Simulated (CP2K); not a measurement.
Two runs for the O K edge of ethylene carbonate. Run A: CP2K XAS_TDP, all-electron GAPW, PBEh(45%), aug-cc-pVDZ, TDA, no relativity. Run B differs in one setting.

First lines with a strength over 0.0015. A:

| atom | energy (eV) | states | strength, one atom |
| --- | --- | --- | --- |
| O1 (bonded to C) | 528.19 | 1 | 0.0386 |
|  | 531.27 | 1 | 0.0015 |
|  | 532.93 | 1 | 0.0033 |
|  | 533.18 | 1 | 0.0074 |
|  | 534.14 | 1 | 0.0058 |
| O3 (bonded to 2 C), 2 alike | 531.90 | 1 | 0.0204 |
|  | 532.01 | 1 | 0.0221 |
|  | 532.97 | 1 | 0.0067 |
|  | 533.87 | 1 | 0.0231 |
|  | 533.98 | 1 | 0.0066 |

B:

| atom | energy (eV) | states | strength, one atom |
| --- | --- | --- | --- |
| O1 (bonded to C) | 533.32 | 1 | 0.0383 |
|  | 536.39 | 1 | 0.0015 |
|  | 538.05 | 1 | 0.0033 |
|  | 538.30 | 1 | 0.0073 |
|  | 539.26 | 1 | 0.0057 |
| O3 (bonded to 2 C), 2 alike | 536.66 | 1 | 0.0202 |
|  | 536.77 | 1 | 0.0219 |
|  | 537.73 | 1 | 0.0066 |
|  | 538.63 | 1 | 0.0229 |
|  | 538.74 | 1 | 0.0066 |

Q: Which was it: the basis, scalar relativity switched on, the functional, GW2X switched on?

GW2X switched on. GW2X shifts an atom's lines together and keeps their spacings. Against PBEh(45%) in aug-cc-pVDZ, the leading lines move by +5.13 eV (O1, to 533.32) and +4.76 eV (O3, to 536.66).

[Hosts, paths, dates, database ids (printed as entryN), source tags and the programs' standing remarks are cut or masked in the printed files.]
